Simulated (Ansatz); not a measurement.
# CaSnSe3 (model cell, started as cubic perovskite with Sn in the octahedra): following an unstable mode, part 2 of 3

Aim: this structure of CaSnSe3 (model cell, started as cubic perovskite with Sn in the octahedra) is to be tested for unstable modes, and one is followed downhill.

Ansatz 0.2.0; DFT PBEsol, scalar-relativistic, plane waves, PAW; PAW set soft_1.

So far, highest frequency on the path or at a solved wavevector (cm⁻¹): step 2 (the dispersion) 236. Also lowest frequency on the path (cm⁻¹): step 2 -118.

The structure was built from a prototype and need not be the compound's stable phase.

**4. The mode frozen in, largest atomic shift 0.6 Å**

The atoms are moved along the unstable eigenvector, the largest shift by 0.6 Å, with the cell fixed.

input.yaml reads:

```yaml
crystal:
  lattice:
    - [5.2086939713, 5.2086939713, 0.0]
    - [5.2086939713, 0.0, 5.2086939713]
    - [5.2086939713, 0.0, -5.2086939713]
  atoms:
    - { symbol: Ca, position: [0.1151920238, -0.0575960119, -0.0575960119] }
    - { symbol: Ca, position: [-0.1151920238, 0.5575960119, 0.5575960119] }
    - { symbol: Sn, position: [0.5, 0.25, 0.75] }
    - { symbol: Sn, position: [0.5, 0.75, 0.25] }
    - { symbol: Se, position: [0.5, -0.0178471118, 0.9821528882] }
    - { symbol: Se, position: [0.5, 0.5178471118, 0.5178471118] }
    - { symbol: Se, position: [0.0, 0.0, 0.5] }
    - { symbol: Se, position: [0.0, 0.5, 1.0] }
    - { symbol: Se, position: [0.5, 0.5178471118, 0.9821528882] }
    - { symbol: Se, position: [0.5, -0.0178471118, 0.5178471118] }
kpoints:
  mp_grid: { grid: [8, 8, 8] }
hamiltonian:
  xc: pbesol
  pseudopotentials: { kind: paw, azcp: { folder: soft_1 }, xc_functional: pbe }
scf:
  occupations: { method: methfessel_paxton, width: 0.2 }
output:
  forces: true
  stress: true
  eigenvalues: true
```

Run with:

```
ansatz run input.yaml --threads 4 --pin off --max-ram 16384MiB --backend cpu --events-out ev --progress --plain --runs-dir out
```

Numbers of over 12 decimals in the logs are rounded to 6 here.

Output:

```text
[...]
Crystal: 10 atoms, lattice volume = 282.629 Å³
Basis set: ecut = 420 eV, 5577 PW (Γ), exchange–correlation on 100×100×100 points (8 copies of the dense FFT grid, shifted against one another)
Bands: 87, of which v1, the nominal top of the filled ones, is band 72 counted from 1 (71 counted from 0)
Symmetry: 16 space group operations
[...]
k-points: 59 of 512
[...]
k-point 0: bands = [... 68 lower, 6.1889, 6.1889, 7.0943, 7.1300, 7.1300, 8.7377, 9.0727, 9.0880, ... 11 higher]
  k-point 1: bands = [... 68 lower, 6.1551, 6.1889, 6.9682, 7.0024, 7.0706, 8.8658, 8.9689, 9.2115, ... 11 higher]
  k-point 2: bands = [... 68 lower, 6.1786, 6.2081, 6.7808, 6.8174, 6.9254, 8.3037, 9.4344, 9.4938, ... 11 higher]
  k-point 58: bands = [... 68 lower, 5.8620, 5.8620, 6.1315, 7.0131, 8.3018, 8.9692, 9.6748, 9.8566, ... 11 higher]
[key lines of the parts left out:]
SCF converged after 10 iterations
Free energy (F): -48038.370104 eV
Fermi energy:    6.865311 eV
P = ⅓ Tr σ = 1.6170 GPa (16.170 kbar)
```

Wall time 28 s (4 threads of Arm Neoverse V2, shared host); peak memory 1.4 GiB; 1.8 min of CPU time.

Numbers from this step:

```
pressure                         : 1.617 GPa
energy from the undistorted cell : -69.68 meV/atom
```

The energy, extrapolated to zero smearing, is -69.68 meV/atom against the undistorted cell.

The run ends at a pressure of 1.62 GPa, with forces up to 0.47 eV/Å.

**5. Energy along the mode, all amplitudes (two of the runs are shown above)**

An imaginary frequency means negative curvature, so the energy should fall and then rise again as anharmonic terms take over.

Numbers from this step:

```
depth at the lowest point sampled  : 69.68 meV/atom
largest atomic shift at that point : 0.6 Å
```

Energy from the parent against largest atomic shift:

| largest atomic shift (Å) | energy from the parent (meV/atom) |
| --- | --- |
| 0.000 | 0 |
| 0.040 | -0.439 |
| 0.080 | -1.75 |
| 0.140 | -5.30 |
| 0.220 | -12.8 |
| 0.320 | -25.7 |
| 0.450 | -46.4 |
| 0.600 | -69.7 |

Displacement at unit largest shift by atom:

| atom | x (Å) | y (Å) | z (Å) | size |
| --- | --- | --- | --- | --- |
| Ca1 | 0.00 | 1.00 | 0.00 | 1.00 |
| Ca2 | 0.00 | -1.00 | 0.00 | 1.00 |
| Sn3 | 0.00 | 0.00 | 0.00 | 0.00 |
| Sn4 | 0.00 | 0.00 | 0.00 | 0.00 |
| Se5 | -0.31 | 0.00 | 0.00 | 0.31 |
| Se6 | 0.31 | 0.00 | 0.00 | 0.31 |
| Se7 | 0.00 | 0.00 | 0.00 | 0.00 |
| Se8 | 0.00 | 0.00 | 0.00 | 0.00 |
| Se9 | 0.00 | 0.00 | 0.31 | 0.31 |
| Se10 | 0.00 | 0.00 | -0.31 | 0.31 |

The lowest of the steps tried is the last one, at 0.6 Å, 69.7 meV/atom below the parent; the bottom of the well need not coincide with a step.

**6. Relaxation from the frozen mode**

Starting from the lowest point found, all atoms and the cell are let go, so that strain and other modes of the same symmetry can join in.

input.yaml, as its differences from that of step 4:

```diff
@@ -27 +27,6 @@
   eigenvalues: true
+relax:
+  adjacent_minimum: "off"
+  f_tol: 0.002
+  max_steps: 120
+  cell: { stress_tol: 0.03 }
```

Output:

```text
[...]
Crystal: 10 atoms, lattice volume = 282.629 Å³
Basis set: ecut = 420 eV, 5577 PW (Γ), exchange–correlation on 100×100×100 points (8 copies of the dense FFT grid, shifted against one another)
Bands: 87, of which v1, the nominal top of the filled ones, is band 72 counted from 1 (71 counted from 0)
Symmetry: 16 space group operations
[...]
k-points: 59 of 512
[...]
SCF iter   1: F=—  HF=-48042.851215 eV  |F-HF|=—  |Δ(HF+E_count)|=         —  Δρ=5.33e-2  dr2=2.18e1  ethr=3.10e-3  ⟨swp⟩=8.9  Hψ=22185  notcnv=0
[...]
SCF iter  10: F=-48038.370104 eV  HF=-48038.370104 eV  |F-HF|=2.04e-8  |Δ(HF+E_count)|=   1.62e-7  S|Δr|=    0.00e0  Δρ=2.76e-6  dr2=2.44e-8  ethr=6.94e-11  ⟨swp⟩=13.0  Hψ=27931  notcnv=0
SCF 1 converged in 10 iterations: F = -48038.370104 eV  dr2 = 2.44e-8
[...]
relax step   1: F+E_penalty+E_count = -48038.37010363 eV  Δ(F+E_penalty+E_count) = +0.000e0 eV  max|allowed force component| = 4.677e-1 eV/Å  Δτ_max = 0.0000 Å  P = +1.617 GPa  Ω = 282.629 Å³  (10 SCF iters, dr2 threshold 1.00e-7 eV, accepted)
Crystal: 10 atoms, lattice volume = 304.187 Å³
Basis set: ecut = 420 eV, 5955 PW (Γ), exchange–correlation on 100×100×100 points (8 copies of the dense FFT grid, shifted against one another)
[...]
SCF iter   8: F=-48038.667168 eV  HF=-48038.667169 eV  |F-HF|=1.72e-7  |Δ(HF+E_count)|=   3.55e-7  S|Δr|=    0.00e0  Δρ=4.33e-6  dr2=1.84e-7  ethr=6.94e-10  ⟨swp⟩=8.1  Hψ=23613  notcnv=0
SCF 2 converged in 8 iterations: F = -48038.667168 eV  dr2 = 1.84e-7
[...]
relax step   2: F+E_penalty+E_count = -48038.66716839 eV  Δ(F+E_penalty+E_count) = -2.971e-1 eV  max|allowed force component| = 2.734e-1 eV/Å  Δτ_max = 0.1589 Å  P = -0.628 GPa  Ω = 304.187 Å³  energy of the carried Pulay correction = -1.097e-3 eV  (8 SCF iters, dr2 threshold 1.00e-6 eV, accepted)
Crystal: 10 atoms, lattice volume = 301.235 Å³
Basis set: ecut = 420 eV, 5923 PW (Γ), exchange–correlation on 100×100×100 points (8 copies of the dense FFT grid, shifted against one another)
[...]
SCF iter   8: F=-48038.618546 eV  HF=-48038.618546 eV  |F-HF|=3.14e-8  |Δ(HF+E_count)|=   1.74e-8  S|Δr|=    0.00e0  Δρ=4.66e-6  dr2=5.71e-8  ethr=6.94e-10  ⟨swp⟩=10.4  Hψ=25661  notcnv=0
SCF 3 converged in 8 iterations: F = -48038.618546 eV  dr2 = 5.71e-8
relax step   3: F+E_penalty+E_count = -48038.61854568 eV  Δ(F+E_penalty+E_count) = +4.862e-2 eV  max|allowed force component| = 5.186e-1 eV/Å  Δτ_max = 0.1374 Å  P = +1.162 GPa  Ω = 301.235 Å³  energy of the carried Pulay correction = -9.517e-4 eV  (8 SCF iters, dr2 threshold 1.00e-6 eV, rejected (line search))
[...]
relax step   4: F+E_penalty+E_count = -48038.69038321 eV  Δ(F+E_penalty+E_count) = -2.321e-2 eV  max|allowed force component| = 4.172e-2 eV/Å  Δτ_max = 0.0667 Å  P = -0.053 GPa  Ω = 302.718 Å³  energy of the carried Pulay correction = -1.025e-3 eV  (11 SCF iters, accepted)
[...]
relax step   5: F+E_penalty+E_count = -48038.69134587 eV  Δ(F+E_penalty+E_count) = -9.627e-4 eV  max|allowed force component| = 6.965e-3 eV/Å  Δτ_max = 0.0108 Å  P = +0.049 GPa  Ω = 302.595 Å³  energy of the carried Pulay correction = -1.019e-3 eV  (7 SCF iters, dr2 threshold 1.09e-7 eV, accepted)
[...]
relax step   6: F+E_penalty+E_count = -48038.69145251 eV  Δ(F+E_penalty+E_count) = -1.066e-4 eV  max|allowed force component| = 1.832e-3 eV/Å  Δτ_max = 0.0061 Å  P = +0.004 GPa  Ω = 303.020 Å³  energy of the carried Pulay correction = -1.040e-3 eV  (7 SCF iters, dr2 threshold 6.10e-9 eV, accepted)
Basis set: ecut = 420 eV, 5907 PW (Γ), exchange–correlation on 108×108×108 points (8 copies of the dense FFT grid, shifted against one another)
[...]
SCF iter   9: F=-48038.692387 eV  HF=-48038.692387 eV  |F-HF|=0.00e0  |Δ(HF+E_count)|=  8.73e-11  S|Δr|=    0.00e0  Δρ=6.61e-8  dr2=2.55e-11  ethr=1.00e-12  ⟨swp⟩=4.2  Hψ=20507  notcnv=0
SCF 7 converged in 9 iterations: F = -48038.692387 eV  dr2 = 2.55e-11
[...]
relax step   7: F+E_penalty+E_count = -48038.69238706 eV  Δ(F+E_penalty+E_count) = -9.345e-4 eV  max|allowed force component| = 1.874e-3 eV/Å  Δτ_max = 0.0000 Å  P = +0.002 GPa  Ω = 303.020 Å³  stress off target by 6.16e-3 GPa  SCF on the basis re-selected at this cell (its energy is not comparable with the rows above)  (9 SCF iters)
basis re-selected at this cell: Δ(F+E_penalty+E_count) = -9.345e-4 eV, ΔP = -0.002 GPa vs the last step (what re-selecting the basis moved, of the pressure what is left beyond the Pulay correction that the steps carried, after the strain that the cell walked since its last selection, with what the two solves' SCF thresholds leave and, on support functions, any second-order correction that the steps lacked; it is no measure of the basis error at this ecutwfc). The dense FFT grid was sized anew with the basis: this SCF ran on 54×54×54 points, the steps before it on 50×50×50, so part of this shift can come from that change (see relax.cell in the input reference). [rest of the remark cut]
SCF converged after 9 iterations
[...]
Free energy (F): -48038.692387 eV
[...]
Internal energy: -48038.681125 eV  (E = F + TS)
E sigma→0 (E₀):  -48038.689572 eV
Entropy (-TS):   -0.011262 eV (-1.126 meV/atom)
Fermi energy:    5.939457 eV
[...]
--- Forces (eV/Å), atoms counted from 1 ---
  atom   1  Ca     0.00000000    -0.00187355     0.00000000
  atom   2  Ca     0.00000000     0.00187355     0.00000000
  atom   3  Sn     0.00000000    -0.00000000    -0.00000000
  atom   4  Sn     0.00000000     0.00000000     0.00000000
  atom   5  Se     0.00047208     0.00000000     0.00000000
  atom   6  Se    -0.00047208     0.00000000     0.00000000
  atom   7  Se    -0.00000000     0.00000000     0.00000000
  atom   8  Se    -0.00000000     0.00000000     0.00000000
  atom   9  Se     0.00000000    -0.00000000    -0.00047208
  atom  10  Se     0.00000000    -0.00000000     0.00047208
  max |Σ_I F_I| component: 6.51e-19 eV/Å
--- Stress (GPa, compression-positive) ---
        0.006158       0.000000       0.000000
        0.000000      -0.005405       0.000000
        0.000000       0.000000       0.006158
  P = ⅓ Tr σ = 0.0023 GPa (0.023 kbar)
--- Band table (eV; the first three rows and the last of 59) ---
  k-point 0: bands = [... 68 lower, 5.4390, 5.4390, 6.0599, 6.1271, 6.1271, 7.9279, 8.0515, 8.3597, ... 11 higher]
  k-point 1: bands = [... 68 lower, 5.4104, 5.4548, 5.9672, 6.0246, 6.0809, 7.7292, 8.2372, 8.4675, ... 11 higher]
  k-point 2: bands = [... 68 lower, 5.3797, 5.4431, 5.8360, 5.8797, 5.9722, 7.2620, 8.6425, 8.7707, ... 11 higher]
  k-point 58: bands = [... 68 lower, 5.0304, 5.0304, 5.3622, 6.0112, 7.1200, 7.3718, 8.8199, 8.8933, ... 11 higher]
--- Relaxed structure (6 steps of the walk, 5 accepted, 1 SCFs on fresh bases) ---
  F+E_penalty+E_count = -48038.69238706 eV   max|allowed force component| = 1.874e-3 eV/Å   (the final SCF, on the basis selected at the relaxed cell)
  cell:  # Å, volume = 303.0204 Å³
    - [5.303757, 5.386102, 0]
    - [5.303757, 0.0, 5.303757]
    - [5.303757, 0.0, -5.303757]
  atoms:
    - { symbol: Ca, position: [0.159737, -0.079868, -0.079868] }
    - { symbol: Ca, position: [-0.159737, 0.579868, 0.579868] }
    - { symbol: Sn, position: [0.5, 0.250000, 0.75] }
    - { symbol: Sn, position: [0.5, 0.75, 0.250000] }
    - { symbol: Se, position: [0.5, -0.028669, 0.971331] }
    - { symbol: Se, position: [0.5, 0.528669, 0.528669] }
    - { symbol: Se, position: [-5.328701545639396e-19, 0.0, 0.5] }
    - { symbol: Se, position: [-5.328701545639396e-19, 0.5, 1.0] }
    - { symbol: Se, position: [0.5, 0.528669, 0.971331] }
    - { symbol: Se, position: [0.5, -0.028669, 0.528669] }
```

Run time: 3.4 min. Hardware: 4 threads; peak memory 1.6 GiB; 13 min of CPU time.

Step by step:

| step | energy less that of the first step (eV) | largest force component (eV/Å) | pressure (GPa) | volume (Å³) |
| --- | --- | --- | --- | --- |
| 1 | 0.0000 | 0.4677 | 1.62 | 282.63 |
| 2 | -0.2971 | 0.2734 | -0.63 | 304.19 |
| 3 | -0.2484 | 0.5186 | 1.16 | 301.23 |
| 4 | -0.3203 | 0.0417 | -0.05 | 302.72 |
| 5 | -0.3212 | 0.0070 | 0.05 | 302.60 |
| 6 | -0.3213 | 0.0018 | 0.00 | 303.02 |
| 7* | -0.3223 | 0.0019 | 0.00 | 303.02 |

Relaxation steps marked * repeat the geometry before them on a plane-wave basis chosen anew for their cell, so energy and pressure can jump there. Relaxation step 3 was tried and not accepted.

Forces are held to the 16 operations that the run works with; a distortion that breaks them can't arise in this run.

| conventional cell, symmetrised | before | after | change |
| --- | --- | --- | --- |
| a (Å) | 7.366 | 7.501 | +1.8 % |
| b (Å) | 7.366 | 7.501 | +1.8 % |
| c (Å) | 10.417 | 10.772 | +3.4 % |
| volume (Å³/atom) | 28.26 | 30.30 | +7.2 % |

The atoms that moved most (Å, as changes of fractional coordinates times the final cell):

| atom | dx | dy | dz | length |
| --- | --- | --- | --- | --- |
| Ca2 | 0.000 | -0.240 | 0.000 | 0.240 |
| Ca1 | 0.000 | 0.240 | 0.000 | 0.240 |
| Se5 | -0.115 | 0.000 | 0.000 | 0.115 |
| Se10 | 0.000 | 0.000 | -0.115 | 0.115 |
| Se9 | 0.000 | 0.000 | 0.115 | 0.115 |
| Se6 | 0.115 | 0.000 | 0.000 | 0.115 |

The relaxed structure:

```cif
data_structure
_symmetry_space_group_name_H-M 'P 1'
_symmetry_Int_Tables_number 1
_cell_length_a 7.5591
_cell_length_b 7.5006
_cell_length_c 7.5006
_cell_angle_alpha 90.000
_cell_angle_beta 60.255
_cell_angle_gamma 60.255
_cell_volume 303.02
loop_
_atom_site_label
_atom_site_type_symbol
_atom_site_fract_x
_atom_site_fract_y
_atom_site_fract_z
_atom_site_occupancy
Ca1 Ca 0.15974 0.92013 0.92013 1
Ca2 Ca 0.84026 0.57987 0.57987 1
Sn3 Sn 0.50000 0.25000 0.75000 1
Sn4 Sn 0.50000 0.75000 0.25000 1
Se5 Se 0.50000 0.97133 0.97133 1
Se6 Se 0.50000 0.52867 0.52867 1
Se7 Se 0.00000 0.00000 0.50000 1
Se8 Se 0.00000 0.50000 0.00000 1
Se9 Se 0.50000 0.52867 0.97133 1
Se10 Se 0.50000 0.97133 0.52867 1
```

This step gave:

```
pressure        : 0.002304 GPa
volume per atom : 30.30 Å³
```

The distorted start has space group I4/mmm; the relaxation ends in I4/mmm.

**7. The new phase in its own primitive cell**

The relaxed structure is symmetrised, reduced to its primitive cell and relaxed tightly, as its phonons need.

input.yaml, the sections that differ from step 6:

```yaml
crystal:
  lattice:
    - [-3.7503226878, 3.7503226878, 5.3861024267]
    - [3.7503226878, -3.7503226878, 5.3861024267]
    - [3.7503226878, 3.7503226878, -5.3861024267]
  atoms:
    - { symbol: Ca, position: [0.8298683452, 0.8298683452, 0.0] }
    - { symbol: Ca, position: [0.1701316548, 0.1701316548, 0.0] }
    - { symbol: Sn, position: [0.0, 0.5, 0.5] }
    - { symbol: Sn, position: [0.5, 0.0, 0.5] }
    - { symbol: Se, position: [0.7786687836, 0.7786687836, 0.5573375671] }
    - { symbol: Se, position: [0.2213312164, 0.2213312164, 0.4426624329] }
    - { symbol: Se, position: [0.25, 0.75, 0.5] }
    - { symbol: Se, position: [0.75, 0.25, 0.5] }
    - { symbol: Se, position: [0.7786687836, 0.2213312164, 0.0] }
    - { symbol: Se, position: [0.2213312164, 0.7786687836, 0.0] }
relax:
  adjacent_minimum: "off"
  f_tol: 0.001
  max_steps: 60
  cell: { stress_tol: 0.01 }
# kpoints, hamiltonian, scf, output: as in step 6
```

Output:

```text
[...]
Crystal: 10 atoms, lattice volume = 303.020 Å³
Basis set: ecut = 420 eV, 5907 PW (Γ), exchange–correlation on 108×108×108 points (8 copies of the dense FFT grid, shifted against one another)
Bands: 87, of which v1, the nominal top of the filled ones, is band 72 counted from 1 (71 counted from 0)
Symmetry: 16 space group operations
[...]
k-points: 59 of 512
[...]
- { symbol: Sn, position: [0, 0.500000, 0.500000] }
    - { symbol: Sn, position: [0.500000, 0, 0.500000] }
    - { symbol: Se, position: [0.778683, 0.778683, 0.557366] }
    - { symbol: Se, position: [0.221317, 0.221317, 0.442634] }
    - { symbol: Se, position: [0.250000, 0.750000, 0.500000] }
    - { symbol: Se, position: [0.750000, 0.250000, 0.500000] }
    - { symbol: Se, position: [0.778683, 0.221317, 0.0] }
    - { symbol: Se, position: [0.221317, 0.778683, 0.0] }
[key lines of the parts left out:]
SCF converged after 10 iterations
Free energy (F): -48038.692388 eV
Fermi energy:    5.939788 eV
P = ⅓ Tr σ = -0.0014 GPa (-0.014 kbar)
```

It took 92 s on 4 threads; peak memory 1.6 GiB; 6.1 min of CPU time.

Little changed from the start: no atom moved by 0.005 Å and no cell edge by 0.1 %.

This step gave:

```yaml
pressure: -0.001389 GPa
```

The largest force component left is 0.32 meV/Å and the pressure is -0.001 GPa, within the tolerances set. The cell now holds 30.30 Å³/atom.

(Continued in part 3 of 3.)

[Logs are printed without paths, hosts, clocks, repeated set-up lines and the standing remarks that a program may print on its own settings, such as how far it seeks lower states.]

[Hosts, paths, dates, database ids (printed as entryN), source tags and the programs' standing remarks are cut or masked in the printed files.]
